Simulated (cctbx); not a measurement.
**Diagnosing a refinement**

Cell a = 4.0310 Å, b = 4.0310 Å, c = 9.4800 Å, α = 90.00°, β = 90.00°, γ = 90.00°; space group P4/nmm (no. 129, origin choice 1). The compound is LaV2Au.

Simulated single-crystal data (cctbx): Ag Kα, λ = 0.56087 Å, to d = 0.8 Å, 70 % of the full sphere, strongest reflection 5000 counts, noise from counting, a 6 % proportional error and a noise floor of 4 counts (s.d.); no absorption.

An isotropic refinement with weights 1/σ² prints:

```text
Rint 0.061, 119 unique reflections to 0.80 A
cycle     R1     wR2    GooF  max shift (A)
   1  0.5428  0.8402  20.560   0.37796
   5  0.0157  0.0399   0.975   0.00001
final R1 0.0157 wR2 0.0399 GooF 0.975  parameters 6  data/parameter 19.8
atom        x        y        z      Ueq    occ   su(xyz)  su(Uiso or U11)
Au1    0.50000  0.50000  0.00000   0.0160  1.000  0.00000  0.0003
La1    0.00000  0.50000  0.24828   0.0228  1.000  0.00012  0.0003
V1     0.50000  0.50000  0.50000   0.0216  1.000  0.00000  0.0006
V2     0.00000  0.50000  0.82807   0.0238  1.000  0.00035  0.0006
difference map: max 1.07 min -1.00 rms 0.24
Q1    0.0000  0.0000  0.2684    4    1.08  2.02 A from La1
Q2    0.0000  0.5000  0.1756    2    1.08  0.69 A from La1
Q3    0.1688  0.3312  0.3388    8    0.96  1.29 A from La1
Q4    0.0000  0.5000  0.0159    2    0.88  1.78 A from V2
Q5    0.0000  0.5000  0.5263    2    0.78  2.03 A from V1
Q6    0.0000  0.5000  0.6253    2    0.77  1.92 A from V2
```

Q: Accept it or mend it, and why?

It can stand. The set-up had a fault (start far from the minimum), but the refinement still reached the right minimum: R1 = 0.0157, wR2 = 0.0399, GooF = 0.97 against R1 = 0.0157, wR2 = 0.0399, GooF = 0.97 for the right model.

The compound is LaV2Au. The right model at the same level gives:

```text
Rint 0.061, 119 unique reflections to 0.80 A
cycle     R1     wR2    GooF  max shift (A)
   1  0.0914  0.2778   6.798   0.06145
   2  0.0157  0.0399   0.975   0.00005
final R1 0.0157 wR2 0.0399 GooF 0.975  parameters 6  data/parameter 19.8
atom        x        y        z      Ueq    occ   su(xyz)  su(Uiso or U11)
Au1    0.50000  0.50000  0.00000   0.0160  1.000  0.00000  0.0003
La1    0.00000  0.50000  0.24828   0.0228  1.000  0.00012  0.0003
V1     0.50000  0.50000  0.50000   0.0216  1.000  0.00000  0.0006
V2     0.00000  0.50000  0.82807   0.0238  1.000  0.00035  0.0006
difference map: max 1.07 min -1.00 rms 0.24
Q1    0.0000  0.0000  0.2684    4    1.08  2.02 A from La1
Q2    0.0000  0.5000  0.1756    2    1.08  0.69 A from La1
Q3    0.1688  0.3312  0.3388    8    0.96  1.29 A from La1
Q4    0.0000  0.5000  0.0159    2    0.88  1.78 A from V2
Q5    0.0000  0.5000  0.5263    2    0.78  2.03 A from V1
Q6    0.0000  0.5000  0.6253    2    0.77  1.92 A from V2
```

This is a model crystal, built by substitution and not relaxed, with assumed displacement parameters.

[Middle refinement cycles are left out of these outputs.]

[Logs are printed without paths, hosts, clocks, repeated set-up lines and the standing remarks that a program may print on its own settings, such as how far it seeks lower states.]
